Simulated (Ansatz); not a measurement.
Planning a run of Ansatz 0.2.0 on BaTiO3 (Pm-3m). The input:

```yaml
crystal:
  lattice:
    - [4.006, 0.0, 0.0]
    - [0.0, 4.006, 0.0]
    - [0.0, 0.0, 4.006]
  atoms:
    - { symbol: Ba, position: [0.5, 0.5, 0.5] }
    - { symbol: Ti, position: [0.0, 0.0, 0.0] }
    - { symbol: O, position: [0.5, 0.0, 0.0] }
    - { symbol: O, position: [0.0, 0.5, 0.0] }
    - { symbol: O, position: [0.0, 0.0, 0.5] }
kpoints:
  mp_grid: { grid: [4, 4, 4] }
hamiltonian:
  xc:
    exchange: pbe
    correlation: pbe
    exx: { coeff: 0.6, omega: 0.2078 }
  pseudopotentials: { kind: paw, azcp: { folder: soft_1 } }
scf:
  occupations: { method: fixed }
gw:
  n_empty_bands: 268
  ecut_chi: 150.0
  qp_bands: [v2, c2]
  qp_kpoints: band_edges
  screening: { model: contour_deformation }
```

```sh
ansatz run input.yaml --threads 3 --pin off --max-ram 92160MiB --backend cuda --events-out ev --progress --plain --runs-dir out --devices 1 --max-vram 13GiB
```

Q: Estimate wall time and host memory on 1 × NVIDIA H100 80GB HBM3 (shared by 6 runs) with 3 threads of AMD EPYC 7R13 (Zen 3), shared host.

It took 23 s; on shared hardware allow 11 s to 46 s. Peak host memory was 1.5 GiB. The sizes that set the cost: 1237 plane waves a state, 10 irreducible k points, 288 bands summed, 257 plane waves in the screening and 23 SCF cycles.

The screening grows as filled bands × empty bands × pairs of k points, times the square of the screening basis for the matrix.

[Paths, hosts, dates, memory and timing lines, banners, echoed tables and standing remarks are left out of the program output.]

[Logs are printed without paths, hosts, clocks, repeated set-up lines and the standing remarks that a program may print on its own settings, such as how far it seeks lower states.]

[Runs of the session that timed out or met a known fault of the program may be left out.]

[Cells called generated may have been cut or substituted from an entry of the Crystallography Open Database or the Materials Project.]

[Hosts, paths, dates, database ids (printed as entryN), source tags and the programs' standing remarks are cut or masked in the printed files.]
